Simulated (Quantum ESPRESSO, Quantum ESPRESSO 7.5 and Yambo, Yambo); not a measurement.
# A GW chain in Yambo: NH4Br (P-43m)

Aim: the G0W0 gap of NH4Br (P-43m) on PBEsol, step by step.

Main program and level: Quantum ESPRESSO 7.5 and Yambo 5.3.0; PBEsol and many-body steps on it, plane waves.

## Step 1: The starting structure

Symmetry: P-43m, No. 215, cubic system. Conventional cell: a = 4.000 Å, b = 4.000 Å, c = 4.000 Å, α = 90.00°, β = 90.00°, γ = 90.00°. H has 1 N at 1.03 Å nearest. Nearest to Br lie 4 H at 2.44 Å. Nearest to N lie 4 H at 1.03 Å. Farther neighbours and most contacts between anions are not listed.

The cell and positions come from the Crystallography Open Database and are kept as given unless a step says otherwise.

## Step 2: Ground state

This step: Quantum ESPRESSO 7.5; DFT, PBEsol, plane waves, norm-conserving pseudopotentials.

The ground-state density comes first.

File pw.in:

```
&control
  calculation = 'scf'
  prefix = 'x'
  outdir = 'o'
  pseudo_dir = 'pseudo'
/
&system
  ibrav = 0
  nat = 6
  ntyp = 3
  ecutwfc = 72.0
  nbnd = 15
  force_symmorphic = .true.
/
&electrons
  conv_thr = 1e-10
  electron_maxstep = 80
  mixing_beta = 0.5
/
ATOMIC_SPECIES
  H 1.008 H.upf
  Br 79.904 Br.upf
  N 14.007 N.upf
CELL_PARAMETERS angstrom
  4.0000000000 0.0000000000 0.0000000000
  0.0000000000 4.0000000000 0.0000000000
  0.0000000000 0.0000000000 4.0000000000
ATOMIC_POSITIONS crystal
  H 0.1480000000 0.1480000000 0.1480000000
  H 0.1480000000 0.8520000000 0.8520000000
  H 0.8520000000 0.8520000000 0.1480000000
  H 0.8520000000 0.1480000000 0.8520000000
  Br 0.5000000000 0.5000000000 0.5000000000
  N 0.0000000000 0.0000000000 0.0000000000
K_POINTS automatic
  6 6 6 0 0 0
```

Started as:

```bash
OMP_NUM_THREADS=1 mpirun -n 4 pw.x -nk 4 -in pw.in > pw.out
```

The log of the run:

```text
Program PWSCF v.7.5 starts

     This program is part of the open-source Quantum ESPRESSO suite
     for quantum simulation of materials; please cite
         "P. Giannozzi et al., J. Phys.:Condens. Matter 21 395502 (2009);
         "P. Giannozzi et al., J. Phys.:Condens. Matter 29 465901 (2017);
         "P. Giannozzi et al., J. Chem. Phys. 152 154105 (2020);
     in publications or presentations arising from this work. More details at
     Message from routine setup:
     using ibrav=0 with symmetry is DISCOURAGED, use correct ibrav instead

     G-vector sticks info

     bravais-lattice index     =            0
     lattice parameter (alat)  =       7.5589  a.u.
     unit-cell volume          =     431.8934 (a.u.)^3
     number of atoms/cell      =            6
     number of atomic types    =            3
     number of electrons       =        16.00
     number of Kohn-Sham states=           15
     kinetic-energy cutoff     =      72.0000  Ry
     charge density cutoff     =     288.0000  Ry
     scf convergence threshold =      1.0E-10
     mixing beta               =       0.5000
     number of iterations used =            8  plain     mixing
     Exchange-correlation= PBESOL
                           (   1   4  10   8   0   0   0)

     celldm(1)=   7.558904  celldm(2)=   0.000000  celldm(3)=   0.000000
     celldm(4)=   0.000000  celldm(5)=   0.000000  celldm(6)=   0.000000

     crystal axes: (cart. coord. in units of alat)
               a(1) = (   1.000000   0.000000   0.000000 )
               a(2) = (   0.000000   1.000000   0.000000 )
               a(3) = (   0.000000   0.000000   1.000000 )

     reciprocal axes: (cart. coord. in units 2 pi/alat)
               b(1) = (  1.000000  0.000000  0.000000 )
               b(2) = (  0.000000  1.000000  0.000000 )
               b(3) = (  0.000000  0.000000  1.000000 )
     Pseudo is Norm-conserving, Zval =  1.0
     Generated using ONCVPSP code by D. R. Hamann
     Using radial grid of 1180 points,  3 beta functions with:
     Pseudo is Norm-conserving + core correction, Zval =  7.0
     Generated using ONCVPSP code by D. R. Hamann
     Using radial grid of 1098 points,  6 beta functions with:
     Pseudo is Norm-conserving + core correction, Zval =  5.0
     Generated using ONCVPSP code by D. R. Hamann
     Using radial grid of 1058 points,  4 beta functions with:
     H                 1.00     1.00800     H ( 1.00)
     Br                7.00    79.90400     Br( 1.00)
     N                 5.00    14.00700     N ( 1.00)

     24 Sym. Ops. (no inversion) found

   Cartesian axes

     site n.     atom                  positions (alat units)
         1        H      tau(   1) = (   0.1480000   0.1480000   0.1480000  )
         2        H      tau(   2) = (   0.1480000   0.8520000   0.8520000  )
         3        H      tau(   3) = (   0.8520000   0.8520000   0.1480000  )
         4        H      tau(   4) = (   0.8520000   0.1480000   0.8520000  )
         5        Br     tau(   5) = (   0.5000000   0.5000000   0.5000000  )
         6        N      tau(   6) = (   0.0000000   0.0000000   0.0000000  )

     number of k points=    20
                       cart. coord. in units 2pi/alat
        k(    1) = (   0.0000000   0.0000000   0.0000000), wk =   0.0092593
        k(    2) = (   0.0000000   0.0000000   0.1666667), wk =   0.0555556
        k(    3) = (   0.0000000   0.0000000   0.3333333), wk =   0.0555556
        k(    4) = (   0.0000000   0.0000000  -0.5000000), wk =   0.0277778
        k(    5) = (   0.0000000   0.1666667   0.1666667), wk =   0.1111111
        k(    6) = (   0.0000000   0.1666667   0.3333333), wk =   0.2222222
        k(    7) = (   0.0000000   0.1666667  -0.5000000), wk =   0.1111111
        k(    8) = (   0.0000000   0.3333333   0.3333333), wk =   0.1111111
        k(    9) = (   0.0000000   0.3333333  -0.5000000), wk =   0.1111111
        k(   10) = (   0.0000000  -0.5000000  -0.5000000), wk =   0.0277778
     [... 8 further rows ...]
        k(   19) = (   0.3333333  -0.5000000  -0.5000000), wk =   0.0555556
        k(   20) = (  -0.5000000  -0.5000000  -0.5000000), wk =   0.0092593

     Dense  grid:    35585 G-vectors     FFT dimensions: (  45,  45,  45)

     Initial potential from superposition of free atoms

     starting charge      15.9999, renormalised to      16.0000
     Starting wfcs are   12 randomized atomic wfcs +    3 random wfcs

     per-process dynamical memory:    31.1 Mb

     Self-consistent Calculation

     iteration #  1     ecut=    72.00 Ry     beta= 0.50

     total energy              =     -56.87071471 Ry
     estimated scf accuracy    <       0.42298189 Ry

     iteration #  2     ecut=    72.00 Ry     beta= 0.50

     total energy              =     -56.95651046 Ry
     estimated scf accuracy    <       0.04178021 Ry

     iteration #  3     ecut=    72.00 Ry     beta= 0.50

     total energy              =     -56.96115411 Ry
     estimated scf accuracy    <       0.00685629 Ry

     iteration #  4     ecut=    72.00 Ry     beta= 0.50

     total energy              =     -56.96150930 Ry
     estimated scf accuracy    <       0.00032907 Ry

     iteration #  5     ecut=    72.00 Ry     beta= 0.50

     total energy              =     -56.96153303 Ry
     estimated scf accuracy    <       0.00001850 Ry

     iteration #  6     ecut=    72.00 Ry     beta= 0.50

     total energy              =     -56.96153630 Ry
     estimated scf accuracy    <       0.00000457 Ry

     iteration #  7     ecut=    72.00 Ry     beta= 0.50

     total energy              =     -56.96153722 Ry
     estimated scf accuracy    <       0.00000002 Ry

     iteration #  8     ecut=    72.00 Ry     beta= 0.50

     total energy              =     -56.96153723 Ry
     estimated scf accuracy    <          4.4E-09 Ry

     iteration #  9     ecut=    72.00 Ry     beta= 0.50

     End of self-consistent calculation

          k = 0.0000 0.0000 0.0000 (  4457 PWs)   bands (ev):

   -17.2461 -11.6155  -6.4960  -6.4960  -6.4960   0.9917   0.9917   0.9917
     5.1764   7.8780   7.8780  10.8887  10.8887  10.8887  15.6505

          k = 0.0000 0.0000 0.1667 (  4461 PWs)   bands (ev):

   -17.2253 -11.6272  -6.5177  -6.4757  -6.4757   0.4126   0.9614   0.9614
     5.8384   8.1319   8.5108  10.7587  10.7587  10.9851  14.2279

          k = 0.0000 0.0000 0.3333 (  4492 PWs)   bands (ev):

   -17.1829 -11.6537  -6.5477  -6.4346  -6.4346  -0.4590   0.8980   0.8980
     7.0853   8.8887   9.4507  10.6133  10.6133  11.4191  11.9829

          k = 0.0000 0.0000-0.5000 (  4436 PWs)   bands (ev):

     [... further k-points ...]

     highest occupied, lowest unoccupied level (ev):     1.0790    5.1764

!    total energy              =     -56.96153723 Ry
     estimated scf accuracy    <          1.6E-11 Ry

     The total energy is the sum of the following terms:
     one-electron contribution =     -15.67492177 Ry
     hartree contribution      =      13.20875457 Ry
     xc contribution           =     -19.15970609 Ry
     ewald contribution        =     -35.33566395 Ry

     convergence has been achieved in   9 iterations

     XML data file, charge density, pseudopotentials, collected wavefunctions

=------------------------------------------------------------------------------=
   JOB DONE.
=------------------------------------------------------------------------------=
```

The job ended after 6.3 s (4 MPI ranks of Arm Neoverse V1, shared host; peak memory 0.27 GiB; 25 s of CPU time).

Numbers from this step:

```yaml
total_energy: -775.0012 eV
gap: 4.097 eV
k_of_the_valence_top: 0, -0.5, -0.5
k_of_the_conduction_bottom: 0, 0, 0
least_direct_gap: 4.185 eV
```

The gap is indirect, with the least direct gap 0.09 eV higher.

## Step 3: Bands along the symmetry lines

Levels along a band path, at the cheap level, show where the edges lie and whether the meshes to come will hold them.

File pw.in:

```
&control
  calculation = 'bands'
  prefix = 'x'
  outdir = 'o'
  pseudo_dir = 'pseudo'
/
&system
  ibrav = 0
  nat = 6
  ntyp = 3
  ecutwfc = 72.0
  nbnd = 14
  force_symmorphic = .true.
/
&electrons
  conv_thr = 1e-9
  electron_maxstep = 80
  diago_full_acc = .true.
  diago_thr_init = 5e-6
/
ATOMIC_SPECIES
  H 1.008 H.upf
  Br 79.904 Br.upf
  N 14.007 N.upf
CELL_PARAMETERS angstrom
  4.0000000000 0.0000000000 0.0000000000
  0.0000000000 4.0000000000 0.0000000000
  0.0000000000 0.0000000000 4.0000000000
ATOMIC_POSITIONS crystal
  H 0.1480000000 0.1480000000 0.1480000000
  H 0.1480000000 0.8520000000 0.8520000000
  H 0.8520000000 0.8520000000 0.1480000000
  H 0.8520000000 0.1480000000 0.8520000000
  Br 0.5000000000 0.5000000000 0.5000000000
  N 0.0000000000 0.0000000000 0.0000000000
K_POINTS crystal
  50
  0.00000000 0.00000000 0.00000000 1
  0.00000000 0.06250000 0.00000000 1
  0.00000000 0.12500000 0.00000000 1
  0.00000000 0.18750000 0.00000000 1
  0.00000000 0.25000000 0.00000000 1
  0.00000000 0.31250000 0.00000000 1
  0.00000000 0.37500000 0.00000000 1
  0.00000000 0.43750000 0.00000000 1
  0.00000000 0.50000000 0.00000000 1
  0.06250000 0.50000000 0.00000000 1
  0.12500000 0.50000000 0.00000000 1
  0.18750000 0.50000000 0.00000000 1
  0.25000000 0.50000000 0.00000000 1
  0.31250000 0.50000000 0.00000000 1
  0.37500000 0.50000000 0.00000000 1
  0.43750000 0.50000000 0.00000000 1
  0.50000000 0.50000000 0.00000000 1
  0.43750000 0.43750000 0.00000000 1
  0.37500000 0.37500000 0.00000000 1
  0.31250000 0.31250000 0.00000000 1
  0.25000000 0.25000000 0.00000000 1
  0.18750000 0.18750000 0.00000000 1
  0.12500000 0.12500000 0.00000000 1
  0.06250000 0.06250000 0.00000000 1
  0.00000000 0.00000000 0.00000000 1
  0.06250000 0.06250000 0.06250000 1
  0.12500000 0.12500000 0.12500000 1
  0.18750000 0.18750000 0.18750000 1
  0.25000000 0.25000000 0.25000000 1
  0.31250000 0.31250000 0.31250000 1
  0.37500000 0.37500000 0.37500000 1
  0.43750000 0.43750000 0.43750000 1
  0.50000000 0.50000000 0.50000000 1
  0.43750000 0.50000000 0.43750000 1
  0.37500000 0.50000000 0.37500000 1
  0.31250000 0.50000000 0.31250000 1
  0.25000000 0.50000000 0.25000000 1
  0.18750000 0.50000000 0.18750000 1
  0.12500000 0.50000000 0.12500000 1
  0.06250000 0.50000000 0.06250000 1
  0.00000000 0.50000000 0.00000000 1
  0.50000000 0.50000000 0.50000000 1
  0.50000000 0.50000000 0.43750000 1
  0.50000000 0.50000000 0.37500000 1
  0.50000000 0.50000000 0.31250000 1
  0.50000000 0.50000000 0.25000000 1
  0.50000000 0.50000000 0.18750000 1
  0.50000000 0.50000000 0.12500000 1
  0.50000000 0.50000000 0.06250000 1
  0.50000000 0.50000000 0.00000000 1
```

The log of the run:

```text
[banner, memory and clock lines left out]
Program PWSCF v.7.5 starts

     Atomic positions and unit cell read from directory:
     o/x.save/

     Message from routine setup:
     using ibrav=0 with symmetry is DISCOURAGED, use correct ibrav instead

     G-vector sticks info

     bravais-lattice index     =            0
     lattice parameter (alat)  =       7.5589  a.u.
     unit-cell volume          =     431.8934 (a.u.)^3
     number of atoms/cell      =            6
     number of atomic types    =            3
     number of electrons       =        16.00
     number of Kohn-Sham states=           14
     kinetic-energy cutoff     =      72.0000  Ry
     charge density cutoff     =     288.0000  Ry
     Exchange-correlation= PBESOL
                           (   1   4  10   8   0   0   0)

     celldm(1)=   7.558904  celldm(2)=   0.000000  celldm(3)=   0.000000
     celldm(4)=   0.000000  celldm(5)=   0.000000  celldm(6)=   0.000000

     crystal axes: (cart. coord. in units of alat)
               a(1) = (   1.000000   0.000000   0.000000 )
               a(2) = (   0.000000   1.000000   0.000000 )
               a(3) = (   0.000000   0.000000   1.000000 )

     reciprocal axes: (cart. coord. in units 2 pi/alat)
               b(1) = (  1.000000  0.000000  0.000000 )
               b(2) = (  0.000000  1.000000  0.000000 )
               b(3) = (  0.000000  0.000000  1.000000 )
     Pseudo is Norm-conserving, Zval =  1.0
     Generated using ONCVPSP code by D. R. Hamann
     Using radial grid of 1180 points,  3 beta functions with:
     Pseudo is Norm-conserving + core correction, Zval =  7.0
     Generated using ONCVPSP code by D. R. Hamann
     Using radial grid of 1098 points,  6 beta functions with:
     Pseudo is Norm-conserving + core correction, Zval =  5.0
     Generated using ONCVPSP code by D. R. Hamann
     Using radial grid of 1058 points,  4 beta functions with:
     H                 1.00     1.00800     H ( 1.00)
     Br                7.00    79.90400     Br( 1.00)
     N                 5.00    14.00700     N ( 1.00)

     24 Sym. Ops. (no inversion) found

   Cartesian axes

     site n.     atom                  positions (alat units)
         1        H      tau(   1) = (   0.1480000   0.1480000   0.1480000  )
         2        H      tau(   2) = (   0.1480000   0.8520000   0.8520000  )
         3        H      tau(   3) = (   0.8520000   0.8520000   0.1480000  )
         4        H      tau(   4) = (   0.8520000   0.1480000   0.8520000  )
         5        Br     tau(   5) = (   0.5000000   0.5000000   0.5000000  )
         6        N      tau(   6) = (   0.0000000   0.0000000   0.0000000  )

     number of k points=    50
                       cart. coord. in units 2pi/alat
        k(    1) = (   0.0000000   0.0000000   0.0000000), wk =   0.0400000
        k(    2) = (   0.0000000   0.0625000   0.0000000), wk =   0.0400000
        k(    3) = (   0.0000000   0.1250000   0.0000000), wk =   0.0400000
[...]
[... 38 further rows ...]
        k(   49) = (   0.5000000   0.5000000   0.0625000), wk =   0.0400000
        k(   50) = (   0.5000000   0.5000000   0.0000000), wk =   0.0400000

     Dense  grid:    35585 G-vectors     FFT dimensions: (  45,  45,  45)

     The potential is recalculated from file :
     o/x.save/charge-density

     Starting wfcs are   12 randomized atomic wfcs +    2 random wfcs

     Band Structure Calculation

     End of band structure calculation

          k = 0.0000 0.0000 0.0000 (  4457 PWs)   bands (ev):

   -17.2461 -11.6155  -6.4960  -6.4960  -6.4960   0.9917   0.9917   0.9917
     5.1764   7.8781   7.8781  10.8887  10.8887  10.8887

          k = 0.0000 0.0625 0.0000 (  4441 PWs)   bands (ev):

   -17.2429 -11.6173  -6.4996  -6.4929  -6.4929   0.8927   0.9872   0.9872
     5.2859   7.9138   7.9741  10.8663  10.8663  10.9028

          k = 0.0000 0.1250 0.0000 (  4465 PWs)   bands (ev):

   -17.2339 -11.6222  -6.5093  -6.4842  -6.4842   0.6344   0.9741   0.9741
     5.5779   8.0209   8.2492  10.8076  10.8076  10.9436

[...]
k = 0.5000 0.5000 0.0625 (  4468 PWs)   bands (ev):

   -17.1039 -11.4491  -6.8730  -6.8730  -6.3359  -0.0072  -0.0072   1.0055
     6.6968   7.6906   9.1002   9.1002  11.7916  11.7916

          k = 0.5000 0.5000 0.0000 (  4468 PWs)   bands (ev):

   -17.1057 -11.4548  -6.8788  -6.8788  -6.3201   0.0078   0.0078   1.0790
     6.6430   7.5520   9.1207   9.1207  11.8020  11.8020

     XML data file, pseudopotentials, collected wavefunctions
```

The job ended after 4.8 s (4 MPI ranks; peak memory 0.23 GiB; 19 s of CPU time).

Numbers from this step:

| Property | Result |
| --- | --- |
| gap | 4.097 eV |
| k of the valence top | 0.5, 0.5, 0 |
| k of the conduction bottom | 0, 0, 0 |
| least direct gap | 4.185 eV |

The gap is 4.097 eV, as in the run before at this level.

Electronic bands along the path, in eV, zero at the top of the highest filled band; v1 is the highest filled band, c1 the lowest empty one:

```
    point     v4     v3     v2     v1    c1    c2    c3     c4
        Γ  -7.58  -0.09  -0.09  -0.09  4.10  6.80  6.80   9.81
  halfway  -7.53  -1.13  -0.15  -0.15  5.36  7.37  8.02   9.59
        X  -7.49  -1.90  -0.21  -0.21  6.91  8.12  8.85   9.36
  halfway  -7.44  -1.50  -0.70  -0.11  6.64  6.82  8.67   8.82
        M  -7.40  -1.07  -1.07   0.00  5.56  6.47  8.04   8.04
  halfway  -7.47  -1.15  -0.66  -0.13  5.93  7.59  8.79   8.87
        Γ  -7.58  -0.09  -0.09  -0.09  4.10  6.80  6.80   9.81
  halfway  -7.58  -0.93  -0.79  -0.79  6.77  8.01  8.27   8.27
        R  -7.80  -1.47  -1.47  -1.47  7.75  7.75  7.75  10.18
  halfway  -7.65  -1.38  -0.91  -0.60  6.60  7.63  8.05   8.66
        X  -7.49  -1.90  -0.21  -0.21  6.91  8.12  8.85   9.36
jump to R  -7.80  -1.47  -1.47  -1.47  7.75  7.75  7.75  10.18
  halfway  -7.60  -1.27  -1.27  -0.83  6.42  7.84  7.84   8.16
        M  -7.40  -1.07  -1.07   0.00  5.56  6.47  8.04   8.04
```

(Part 1 of 3 ends here.)

[Paths, hosts, dates, memory and timing lines, banners, echoed tables and standing remarks are left out of the program output.]

[Logs are printed without paths, hosts, clocks, repeated set-up lines and the standing remarks that a program may print on its own settings, such as how far it seeks lower states.]

[Runs of the session that timed out or met a known fault of the program may be left out.]

[Hosts, paths, dates, database ids (printed as entryN), source tags and the programs' standing remarks are cut or masked in the printed files.]
